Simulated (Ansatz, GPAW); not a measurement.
**A 11-layer slab of Pb(110): work function by functional and basis**

How far do functional and basis move the work function of a 11-layer slab of Pb(110)?

Calculated with GPAW 26.7.0 and Ansatz 0.2.0; Ansatz plane waves; slab in vacuum with a dipole correction, relaxation; PAW set soft_1, in the first sound run; inputs show where later runs differ.

## Step 1: Starting point

The cell holds 11 atoms: 11 Pb. Cell: a = 4.950 Å, b = 3.500 Å, c = 31.501 Å, α = 90.0°, β = 90.0°, γ = 90.0°. Vacuum lies along c.

## Step 2: Relaxing the atoms

Forces are removed first; all later runs use this geometry. The lowest 5 atoms are held at bulk positions and keep their forces.

input.yaml reads:

```yaml
crystal:
  lattice:
    - [4.95, 0.0, 0.0]
    - [0.0, 3.5001785669, 0.0]
    - [0.0, 0.0, 31.5008928344]
  atoms:
    - { symbol: Pb, position: [0.0, 0.0, 0.2222159237] }
    - { symbol: Pb, position: [0.5, 0.5, 0.277772739] }
    - { symbol: Pb, position: [0.0, 0.0, 0.3333295542] }
    - { symbol: Pb, position: [0.5, 0.5, 0.3888863695] }
    - { symbol: Pb, position: [0.0, 0.0, 0.4444431847] }
    - { symbol: Pb, position: [0.5, 0.5, 0.5] }
    - { symbol: Pb, position: [0.0, 0.0, 0.5555568153] }
    - { symbol: Pb, position: [0.5, 0.5, 0.6111136305] }
    - { symbol: Pb, position: [0.0, 0.0, 0.6666704458] }
    - { symbol: Pb, position: [0.5, 0.5, 0.722227261] }
    - { symbol: Pb, position: [0.0, 0.0, 0.7777840763] }
kpoints:
  mp_grid: { grid: [7, 9, 1] }
hamiltonian:
  xc: pbe
  pseudopotentials: { kind: paw, azcp: { folder: soft_1 } }
scf:
  occupations: { method: fermi_dirac, width: 0.1 }
efield:
  axis: 3
  dipole_correction: true
  ramp_width: 0.05
relax:
  f_tol: 0.02
  max_steps: 60
  constraints: [{ sites: [0, 1, 2, 3, 4] }]
output:
  write_potential: true
  write_density: true
  volumetric_format: npy
```

Run with:

```console
$ ansatz run input.yaml --threads 4 --pin off --max-ram 8192MiB --backend cpu --events-out ev --progress --plain --runs-dir out
```

Numbers of over 12 decimals in the logs are rounded to 6 here.

The log of the run:

```text
Engine: ansatz 0.2.0, aarch64-unknown-linux-gnu
Pseudopotentials: kind: paw
Pseudopotential: Pb, paw, valence charge 14, recommended cutoff 420 eV (normal), soft_1/Pb.paw.azcp
Functional definition: PBE
  parameter kappa = 0.804
  parameter beta = 0.066725
  exchange = pbe_x(kappa = kappa, mu = beta*pi^2/3)
  correlation = pbe_c(beta = beta)
Crystal: 11 atoms, lattice volume = 545.781 Å³
Basis set: ecut = 420 eV, 10683 PW (Γ), exchange–correlation on 72×48×432 points (8 copies of the dense FFT grid, shifted against one another)
Bands: 93, of which v1, the nominal top of the filled ones, is band 77 counted from 1 (76 counted from 0)
Symmetry: 4 space group operations
k-points: 20 of 63
Non-local potential: Pb, projectors of the file, l = 0: 2, l = 1: 2, l = 2: 2, l = 3: 1
PAW form: soft (Blöchl's): semilocal exchange-correlation on the pseudo side does not see the compensation charge
PAW one-centre angular grid: Pb, 590 points (default); XC on 64 Gauss nodes
Initial density: superposition of atomic densities (neutral atoms: chi_scale 0, normalization atom)
Initial wavefunctions: pseudopotential atomic-orbital guess
Functional: x = pbe(κ = 0.804, μ = 0.219515), c = pbe(β = 0.066725)
iter 1 solved again at ethr=1.82e-3 eV; its pass at ethr=3.10e-3 eV (dr2=2.80e0 eV) is discarded
SCF iter   1: F=—  HF=-130996.649510 eV  |F-HF|=—  |Δ(HF+E_count)|=         —  Δρ=7.03e-3  dr2=2.96e0  ethr=1.82e-3  p=0.000 e·Å  D=5.50e-14 V/Å  ΔV_dip=-0.00 eV  dr2_dipole=8.49e-10  V_vac-E_F(+/−)=4.87/4.87 eV  ⟨swp⟩=1.1  Hψ=9473  notcnv=0
efield: sawtooth ramp at fractional position 0.9750 (placed from the atoms, in the widest stretch of the axis that holds none; the zero of the levels goes with the place), width 0.0500; the density the first Hamiltonian is built on has a dipole p = 0.000 e·Å; the dipole correction subtracts the counter field D = 5.50e-14 V/Å, which shifts the + side's vacuum level by -0.00 eV against the − side's; the planar-averaged density in the ramp window peaks in size at 6.3e-7 e/Å³
preconditioner: auto → LDOS  [metal: Δε(μ)=0.021 eV  Ē_g=15.688 eV  σ=0.100 eV  W_gap=0.05  n_scr=98 (ndim 8)  ℏωp=19.7 eV  f_vac=0.346  D(μ)=6.32/eV (n_scr^D=28)  β→1.0]
SCF iter   2: F=—  HF=-130996.377378 eV  |F-HF|=—  |Δ(HF+E_count)|=   2.72e-1  Δρ=4.48e-3  dr2=1.11e-1  ethr=1.82e-3  p=0.000 e·Å  D=3.47e-8 V/Å  ΔV_dip=-0.00 eV  dr2_dipole=1.28e-9  V_vac-E_F(+/−)=3.80/3.80 eV  ⟨swp⟩=4.4  Hψ=4656  notcnv=0  defer=15
SCF iter   3: F=—  HF=-130996.372522 eV  |F-HF|=—  |Δ(HF+E_count)|=   4.86e-3  Δρ=1.74e-3  dr2=2.75e-2  ethr=7.21e-5  p=-0.000 e·Å  D=-8.23e-8 V/Å  ΔV_dip=0.00 eV  dr2_dipole=3.44e-10  V_vac-E_F(+/−)=3.78/3.78 eV  ⟨swp⟩=2.0  Hψ=3773  notcnv=0  defer=25
SCF iter   4: F=—  HF=-130996.363854 eV  |F-HF|=—  |Δ(HF+E_count)|=   8.67e-3  Δρ=3.42e-4  dr2=1.01e-3  ethr=1.78e-5  p=0.000 e·Å  D=7.53e-7 V/Å  ΔV_dip=-0.00 eV  dr2_dipole=4.70e-11  V_vac-E_F(+/−)=3.72/3.72 eV  ⟨swp⟩=2.0  Hψ=3458  notcnv=0  defer=25
SCF iter   5: F=—  HF=-130996.364127 eV  |F-HF|=—  |Δ(HF+E_count)|=   2.73e-4  Δρ=1.85e-4  dr2=4.73e-4  ethr=6.56e-7  p=0.000 e·Å  D=5.55e-7 V/Å  ΔV_dip=-0.00 eV  dr2_dipole=1.53e-12  V_vac-E_F(+/−)=3.70/3.70 eV  ⟨swp⟩=2.0  Hψ=3431  notcnv=0  defer=26
SCF iter   6: F=-130996.364041 eV  HF=-130996.364044 eV  |F-HF|=2.68e-6  |Δ(HF+E_count)|=   8.25e-5  Δρ=1.87e-5  dr2=5.33e-6  ethr=6.49e-9  p=0.000 e·Å  D=4.23e-7 V/Å  ΔV_dip=-0.00 eV  dr2_dipole=9.09e-14  V_vac-E_F(+/−)=3.69/3.69 eV  ⟨swp⟩=11.0  Hψ=18514  notcnv=0
SCF 1 converged in 6 iterations: F = -130996.364041 eV  dr2 = 5.33e-6
  greatest PAW one-centre occupation: 0.979 electrons in one spin orbital (limit 2), on the Pb atom at site 0 (counted from 0), in its partial waves of l = 2
relax step   1: F+E_penalty+E_count = -130996.36404142 eV  Δ(F+E_penalty+E_count) = +0.000e0 eV  max|allowed force component| = 3.493e-1 eV/Å  Δτ_max = 0.0000 Å  (6 SCF iters, dr2 threshold 1.00e-5 eV, accepted)
Initial density: handed on by an earlier stage of this run
Initial wavefunctions: those handed on with the density
iter 1 solved again at ethr=5.18e-5 eV; its pass at ethr=3.10e-3 eV (dr2=7.98e-2 eV) is discarded
SCF iter   1: F=—  HF=-130996.428549 eV  |F-HF|=—  |Δ(HF+E_count)|=         —  Δρ=1.22e-3  dr2=8.17e-2  ethr=5.18e-5  p=0.000 e·Å  D=4.56e-7 V/Å  ΔV_dip=-0.00 eV  dr2_dipole=4.53e-2  V_vac-E_F(+/−)=3.69/3.69 eV  ⟨swp⟩=1.4  Hψ=7069  notcnv=0  defer=12
efield: sawtooth ramp at fractional position 0.9750 (handed on by an earlier solve), width 0.0500; the density the first Hamiltonian is built on has a dipole p = 0.000 e·Å; the dipole correction subtracts the counter field D = 4.56e-7 V/Å, which shifts the + side's vacuum level by -0.00 eV against the − side's; the planar-averaged density in the ramp window peaks in size at 5.8e-6 e/Å³
preconditioner: auto → LDOS  [metal: Δε(μ)=0.039 eV  Ē_g=15.801 eV  σ=0.100 eV  W_gap=0.10  n_scr=98 (ndim 8)  ℏωp=19.7 eV  f_vac=0.349  D(μ)=6.06/eV (n_scr^D=28)  β→1.0]
SCF iter   2: F=—  HF=-130996.425168 eV  |F-HF|=—  |Δ(HF+E_count)|=   3.38e-3  Δρ=4.66e-4  dr2=4.23e-3  ethr=5.18e-5  p=-0.005 e·Å  D=-1.50e-3 V/Å  ΔV_dip=0.05 eV  dr2_dipole=7.46e-4  V_vac-E_F(+/−)=3.73/3.68 eV  ⟨swp⟩=1.2  Hψ=1836  notcnv=0  defer=12
SCF iter   3: F=—  HF=-130996.425343 eV  |F-HF|=—  |Δ(HF+E_count)|=   1.76e-4  Δρ=2.68e-4  dr2=7.54e-4  ethr=2.75e-6  p=-0.002 e·Å  D=-7.44e-4 V/Å  ΔV_dip=0.02 eV  dr2_dipole=9.92e-5  V_vac-E_F(+/−)=3.71/3.68 eV  ⟨swp⟩=2.0  Hψ=3425  notcnv=0  defer=14
SCF iter   4: F=—  HF=-130996.425156 eV  |F-HF|=—  |Δ(HF+E_count)|=   1.87e-4  Δρ=4.86e-5  dr2=2.97e-5  ethr=4.90e-7  p=-0.002 e·Å  D=-7.22e-4 V/Å  ΔV_dip=0.02 eV  dr2_dipole=1.21e-6  V_vac-E_F(+/−)=3.71/3.68 eV  ⟨swp⟩=2.2  Hψ=3348  notcnv=0  defer=14
SCF iter   5: F=-130996.425156 eV  HF=-130996.425157 eV  |F-HF|=1.13e-6  |Δ(HF+E_count)|=   7.24e-7  Δρ=1.37e-5  dr2=1.74e-6  ethr=4.95e-9  p=-0.002 e·Å  D=-5.79e-4 V/Å  ΔV_dip=0.02 eV  dr2_dipole=5.15e-9  V_vac-E_F(+/−)=3.70/3.69 eV  ⟨swp⟩=12.0  Hψ=18339  notcnv=0
SCF 2 converged in 5 iterations: F = -130996.425156 eV  dr2 = 1.74e-6
relax step   2: F+E_penalty+E_count = -130996.42515590 eV  Δ(F+E_penalty+E_count) = -6.111e-2 eV  max|allowed force component| = 1.400e-1 eV/Å  Δτ_max = 0.1941 Å  (5 SCF iters, dr2 threshold 7.63e-6 eV, accepted)
SCF iter   1: F=—  HF=-130996.447378 eV  |F-HF|=—  |Δ(HF+E_count)|=         —  Δρ=1.44e-3  dr2=6.81e-2  ethr=6.85e-4  p=-0.002 e·Å  D=-5.79e-4 V/Å  ΔV_dip=0.02 eV  dr2_dipole=3.00e-2  V_vac-E_F(+/−)=3.70/3.68 eV  ⟨swp⟩=6.3  Hψ=5274  notcnv=0  defer=14
[...]
SCF iter   3: F=—  HF=-130996.445290 eV  |F-HF|=—  |Δ(HF+E_count)|=   3.53e-4  Δρ=5.02e-4  dr2=2.71e-3  ethr=6.76e-6  p=-0.003 e·Å  D=-1.16e-3 V/Å  ΔV_dip=0.04 eV  dr2_dipole=2.53e-4  V_vac-E_F(+/−)=3.71/3.68 eV  ⟨swp⟩=2.0  Hψ=3407  notcnv=0  defer=23
SCF iter   4: F=—  HF=-130996.444582 eV  |F-HF|=—  |Δ(HF+E_count)|=   7.08e-4  Δρ=3.69e-5  dr2=2.14e-5  ethr=1.76e-6  p=-0.004 e·Å  D=-1.18e-3 V/Å  ΔV_dip=0.04 eV  dr2_dipole=1.72e-6  V_vac-E_F(+/−)=3.71/3.68 eV  ⟨swp⟩=2.0  Hψ=3333  notcnv=0  defer=23
SCF iter   5: F=—  HF=-130996.444836 eV  |F-HF|=—  |Δ(HF+E_count)|=   2.54e-4  Δρ=1.27e-5  dr2=2.02e-6  ethr=1.39e-8  p=-0.003 e·Å  D=-1.01e-3 V/Å  ΔV_dip=0.03 eV  dr2_dipole=6.15e-7  V_vac-E_F(+/−)=3.71/3.68 eV  ⟨swp⟩=2.5  Hψ=3505  notcnv=0  defer=23
SCF iter   6: F=-130996.444836 eV  HF=-130996.444836 eV  |F-HF|=8.48e-8  |Δ(HF+E_count)|=   2.27e-7  Δρ=3.22e-6  dr2=1.18e-7  ethr=7.96e-10  p=-0.003 e·Å  D=-9.88e-4 V/Å  ΔV_dip=0.03 eV  dr2_dipole=4.18e-8  V_vac-E_F(+/−)=3.71/3.68 eV  ⟨swp⟩=10.9  Hψ=14648  notcnv=0
SCF 3 converged in 6 iterations: F = -130996.444836 eV  dr2 = 1.18e-7
relax step   3: F+E_penalty+E_count = -130996.44483586 eV  Δ(F+E_penalty+E_count) = -1.968e-2 eV  max|allowed force component| = 2.112e-2 eV/Å  Δτ_max = 0.1949 Å  (6 SCF iters, dr2 threshold 1.23e-6 eV, accepted)
SCF iter   1: F=—  HF=-130996.445731 eV  |F-HF|=—  |Δ(HF+E_count)|=         —  Δρ=5.15e-4  dr2=5.03e-3  ethr=4.42e-5  p=-0.003 e·Å  D=-9.88e-4 V/Å  ΔV_dip=0.03 eV  dr2_dipole=7.99e-5  V_vac-E_F(+/−)=3.71/3.67 eV  ⟨swp⟩=4.2  Hψ=4691  notcnv=0  defer=32
efield: sawtooth ramp at fractional position 0.9750 (handed on by an earlier solve), width 0.0500; the density the first Hamiltonian is built on has a dipole p = -0.003 e·Å; the dipole correction subtracts the counter field D = -9.88e-4 V/Å, which shifts the + side's vacuum level by +0.03 eV against the − side's; the planar-averaged density in the ramp window peaks in size at 7.4e-6 e/Å³
preconditioner: auto → LDOS  [metal: Δε(μ)=0.029 eV  Ē_g=15.783 eV  σ=0.100 eV  W_gap=0.07  n_scr=98 (ndim 8)  ℏωp=19.7 eV  f_vac=0.344  D(μ)=6.13/eV (n_scr^D=28)  β→1.0]
SCF iter   2: F=—  HF=-130996.445660 eV  |F-HF|=—  |Δ(HF+E_count)|=   7.10e-5  Δρ=1.98e-4  dr2=3.50e-3  ethr=3.27e-6  p=-0.004 e·Å  D=-1.18e-3 V/Å  ΔV_dip=0.04 eV  dr2_dipole=2.90e-3  V_vac-E_F(+/−)=3.71/3.68 eV  ⟨swp⟩=2.5  Hψ=3244  notcnv=0  defer=32
SCF iter   3: F=—  HF=-130996.445559 eV  |F-HF|=—  |Δ(HF+E_count)|=   1.02e-4  Δρ=5.38e-5  dr2=2.38e-4  ethr=2.27e-6  p=-0.003 e·Å  D=-1.05e-3 V/Å  ΔV_dip=0.03 eV  dr2_dipole=2.19e-4  V_vac-E_F(+/−)=3.71/3.67 eV  ⟨swp⟩=1.1  Hψ=1828  notcnv=0  defer=32
SCF iter   4: F=—  HF=-130996.445566 eV  |F-HF|=—  |Δ(HF+E_count)|=   7.46e-6  Δρ=6.41e-5  dr2=4.85e-5  ethr=1.54e-7  p=-0.003 e·Å  D=-9.65e-4 V/Å  ΔV_dip=0.03 eV  dr2_dipole=3.12e-6  V_vac-E_F(+/−)=3.70/3.67 eV  ⟨swp⟩=2.0  Hψ=3299  notcnv=0  defer=32
SCF iter   5: F=—  HF=-130996.445806 eV  |F-HF|=—  |Δ(HF+E_count)|=   2.40e-4  Δρ=5.95e-6  dr2=3.08e-7  ethr=3.15e-8  p=-0.003 e·Å  D=-9.24e-4 V/Å  ΔV_dip=0.03 eV  dr2_dipole=5.96e-8  V_vac-E_F(+/−)=3.70/3.67 eV  ⟨swp⟩=2.2  Hψ=3356  notcnv=0  defer=32
SCF iter   6: F=-130996.445806 eV  HF=-130996.445806 eV  |F-HF|=1.07e-7  |Δ(HF+E_count)|=   1.44e-8  Δρ=1.96e-6  dr2=6.33e-8  ethr=6.49e-11  p=-0.003 e·Å  D=-9.12e-4 V/Å  ΔV_dip=0.03 eV  dr2_dipole=5.70e-8  V_vac-E_F(+/−)=3.70/3.67 eV  ⟨swp⟩=10.5  Hψ=13885  notcnv=0
SCF 4 converged in 6 iterations: F = -130996.445806 eV  dr2 = 6.33e-8
relax step   4: F+E_penalty+E_count = -130996.44580637 eV  Δ(F+E_penalty+E_count) = -9.705e-4 eV  max|allowed force component| = 8.358e-3 eV/Å  Δτ_max = 0.0600 Å  (6 SCF iters, accepted)
NSCF: frozen V_eff on 20 k-points
the band table was solved once a step of the walk had ended and its energy, with any forces and stress, was formed, with the checks that follow a solve (9323 applications of the Hamiltonian). They found nothing against the state; the energy, forces and stress were not computed again (output.eigenvalues in the input reference)
WARN: The output density's exchange-correlation potential varies sharply where the density is thin. Do not read a vacuum level from v_tot or v_xc, or from such a field of the output density. On a cell that repeats whose density bears no net charge and no dipole along the vacuum's axis use v_es (v_loc + v_h of the components); under efield.dipole_correction with no amplitude use v_es + v_field, which holds any externa [...]
SCF converged after 6 iterations
Free energy (F): -130996.445806 eV
Harris-Foulkes:  -130996.445806 eV  (|F-HF|=1.07e-7)
Internal energy: -130996.245960 eV  (E = F + TS)
E sigma→0 (E₀):  -130996.345883 eV
Entropy (-TS):   -0.199846 eV (-18.168 meV/atom)
Fermi energy:    5.397269 eV
Dipole field:    D = -0.000718 V/Å  (p = -0.002165 e·Å, saw-weighted, corrected)
Work function:   Φ+ = 3.6984 eV   Φ− = 3.6758 eV
Levels:          The Fermi level and band energies are counted from a zero that moves with the ramp; work functions are not
--- Per-component energies (eV) ---
  E_band       = -1256.968761
  E_kinetic    = 3220.943803
  E_local      = -102493.378037  (includes V_loc(G=0)·N_el)
  E_nonlocal   = 3356.501130
  E_hartree    = 49569.298091
  E_xc         = -2261.310966
  E_vxc        = -1514.341830  (∫ρ·V_xc dr)
  E_paw        = -114324.213666  (= ΣΔE_a)
  E_vpaw       = -2965.275795  (= ΣTr[D̂ρ^β])
  E_aug_tail   = -0.000077  (compensation charges beyond the density's cutoff)
  E_efield     = 0.000001  (sawtooth field / dipole correction)
  E_vefield    = 0.016402  (∫n·V_field dr)
  E_ewald      = 31935.913760
  E_smearing   = -0.199846  (= −TS)
  E_closure    = -0.000000  (closes the sum)
  Σ components = -130996.445806   (vs F -130996.445806, Δ=0.00e0)
--- Forces (eV/Å), atoms counted from 1 ---
  atom   1  Pb     0.00000000     0.00000000     0.27030882
  atom   2  Pb     0.00000000     0.00000000    -0.33760688
  atom   3  Pb     0.00000000     0.00000000    -0.12916804
  atom   4  Pb     0.00000000     0.00000000     0.01934078
  atom   5  Pb     0.00000000     0.00000000     0.17145177
  atom   6  Pb     0.00000000     0.00000000     0.00191499
  atom   7  Pb     0.00000000     0.00000000     0.00355821
  atom   8  Pb     0.00000000     0.00000000     0.00162886
  atom   9  Pb     0.00000000     0.00000000     0.00793136
  atom  10  Pb     0.00000000     0.00000000    -0.00101234
  atom  11  Pb     0.00000000     0.00000000    -0.00835800
  max |Σ_I F_I| component: 1.05e-5 eV/Å
--- Band table (eV; the first three rows and the last of 20) ---
  k-point 0: bands = [... 73 lower, 4.6401, 4.7705, 5.1369, 5.7832, 5.8783, 6.2989, 6.5963, 7.1219, ... 12 higher]
  k-point 1: bands = [... 73 lower, 4.7211, 4.9306, 5.1930, 5.8883, 6.0181, 6.3350, 6.4678, 6.6660, ... 12 higher]
  k-point 2: bands = [... 73 lower, 4.5755, 4.6788, 4.8131, 5.3946, 5.5161, 5.6368, 6.0518, 6.2030, ... 12 higher]
  k-point 19: bands = [... 73 lower, 3.0870, 3.5146, 3.6186, 3.7964, 4.3469, 4.5861, 4.9231, 5.1677, ... 12 higher]
--- Relaxed structure (4 steps of the walk, 4 accepted, 0 SCFs on fresh bases) ---
  F+E_penalty+E_count = -130996.44580637 eV   max|allowed force component| = 8.358e-3 eV/Å
  atoms:
    - { symbol: Pb, position: [0.0, 0.0, 0.222216] }
    - { symbol: Pb, position: [0.500000, 0.500000, 0.277773] }
    - { symbol: Pb, position: [0.0, 0.0, 0.333330] }
    - { symbol: Pb, position: [0.500000, 0.500000, 0.388886] }
    - { symbol: Pb, position: [0.0, 0.0, 0.444443] }
    - { symbol: Pb, position: [0.500000, 0.500000, 0.504138] }
    - { symbol: Pb, position: [0.0, 0.0, 0.561471] }
    - { symbol: Pb, position: [0.500000, 0.500000, 0.621196] }
    - { symbol: Pb, position: [0.0, 0.0, 0.677148] }
    - { symbol: Pb, position: [0.500000, 0.500000, 0.736262] }
    - { symbol: Pb, position: [0.0, 0.0, 0.784936] }
```

Elapsed: 3.2 min, on 4 threads of Arm Neoverse N1, shared host; peak memory 1.6 GiB; 12 min of CPU time.

Relaxation path:

| step | energy less that of the first step (eV) | largest force component (eV/Å) |
| --- | --- | --- |
| 1 | 0.0000 | 0.3493 |
| 2 | -0.0611 | 0.1400 |
| 3 | -0.0808 | 0.0211 |
| 4 | -0.0818 | 0.0084 |

Forces are held to the 4 operations that the run works with; a distortion that breaks them can't arise in this run.

The atoms that moved most (Å):

| atom | dx | dy | dz | length |
| --- | --- | --- | --- | --- |
| Pb10 | 0.000 | 0.000 | 0.442 | 0.442 |
| Pb9 | 0.000 | 0.000 | 0.330 | 0.330 |
| Pb8 | 0.000 | 0.000 | 0.318 | 0.318 |
| Pb11 | 0.000 | 0.000 | 0.225 | 0.225 |
| Pb7 | 0.000 | 0.000 | 0.186 | 0.186 |
| Pb6 | 0.000 | 0.000 | 0.130 | 0.130 |

The relaxed structure:

```
Pb
1.0
     4.95000    0.00000    0.00000
     0.00000    3.50018    0.00000
     0.00000    0.00000   31.50089
Pb
11
Direct
  0.00000 0.00000 0.22222
  0.50000 0.50000 0.27777
  0.00000 0.00000 0.33333
  0.50000 0.50000 0.38889
  0.00000 0.00000 0.44444
  0.50000 0.50000 0.50414
  0.00000 0.00000 0.56147
  0.50000 0.50000 0.62120
  0.00000 0.00000 0.67715
  0.50000 0.50000 0.73626
  0.00000 0.00000 0.78494
```

Numbers from this step:

| Item | Value |
| --- | --- |
| free energy | -130996.4458 eV |
| smearing term TS | 0.1998 eV |
| symmetry operations | 4 |
| upper work function | 3.698 eV |
| lower work function | 3.676 eV |
| dipole along the normal | -0.002165 e·Å |
| dipole field | -7.18e-4 V/Å |
| vacuum level above | 9.096 eV |
| vacuum level below | 9.073 eV |

The electrostatic potential energy of an electron (with the applied field's), less the Fermi level, planar mean oscillates, so the rows of the table below give means over windows of 1.75 Å about each position, cut where the curve ends. Its maxima inside the range that stand out by 2 % of the span (Å: eV): 7.9: -3.83, 9.6: -3.89, 11.4: -3.93, 13.1: -3.93, 14.9: -2.68, 16.8: -3.30, 18.7: -2.61, 20.4: -3.78, 22.3: -2.78, 23.9: -6.37. Its minima: 7.1: -6.36, 8.8: -6.55, 10.5: -6.69, 12.3: -6.69, 14.0: -6.57, 15.9: -6.52, 17.6: -6.51, 19.5: -6.55, 21.3: -6.56, 23.3: -6.82, 24.5: -6.78.

Table of electrostatic potential energy of an electron (with the applied field's), less the Fermi level, planar mean by z; means over each step:

| z (Å) | electrostatic potential energy of an electron (with the applied field's), less the Fermi level, planar mean (eV) |
| --- | --- |
| 0.88 | 3.68 |
| 2.62 | 3.67 |
| 4.38 | 3.57 |
| 6.12 | -0.993 |
| 7.88 | -5.45 |
| 9.62 | -5.54 |
| 11.38 | -5.60 |
| 13.12 | -5.58 |
| 14.88 | -4.85 |
| 16.62 | -5.23 |
| 18.38 | -4.87 |
| 20.12 | -5.45 |
| 21.88 | -5.00 |
| 23.62 | -6.50 |
| 25.38 | -2.29 |
| 27.12 | 3.53 |
| 28.88 | 3.70 |
| 30.62 | 3.70 |

The valence density, planar mean oscillates, so the rows of the table below give means over windows of 1.75 Å about each position, cut where the curve ends. Its maxima inside the range that stand out by 2 % of the span (Å: e/Å³): 7.0: 0.652, 8.8: 0.669, 10.5: 0.667, 12.3: 0.667, 14.0: 0.663, 15.9: 0.661, 17.6: 0.659, 19.5: 0.661, 21.3: 0.661, 23.2: 0.675, 24.6: 0.658. Its minima: 7.9: 0.261, 9.6: 0.262, 11.4: 0.263, 13.1: 0.262, 14.9: 0.222, 16.8: 0.242, 18.7: 0.219, 20.4: 0.259, 22.3: 0.227, 23.9: 0.361.

Valence density, planar mean against z; means over each step:

| z (Å) | valence density, planar mean (e/Å³) |
| --- | --- |
| 2.62 | 5.5e-5 |
| 4.38 | 0.00313 |
| 6.12 | 0.231 |
| 7.88 | 0.459 |
| 9.62 | 0.462 |
| 11.38 | 0.462 |
| 13.12 | 0.461 |
| 14.88 | 0.415 |
| 16.62 | 0.441 |
| 18.38 | 0.420 |
| 20.12 | 0.456 |
| 21.88 | 0.433 |
| 23.62 | 0.519 |
| 25.38 | 0.314 |
| 27.12 | 0.00543 |
| 28.88 | 8.5e-5 |
| 30.62 | 1.6e-6 |

The relaxation lowered the energy of the cell by 0.0818 eV.

(Part 1 of 3 ends here.)

[Logs are printed without paths, hosts, clocks, repeated set-up lines and the standing remarks that a program may print on its own settings, such as how far it seeks lower states.]

[Hosts, paths, dates, database ids (printed as entryN), source tags and the programs' standing remarks are cut or masked in the printed files.]
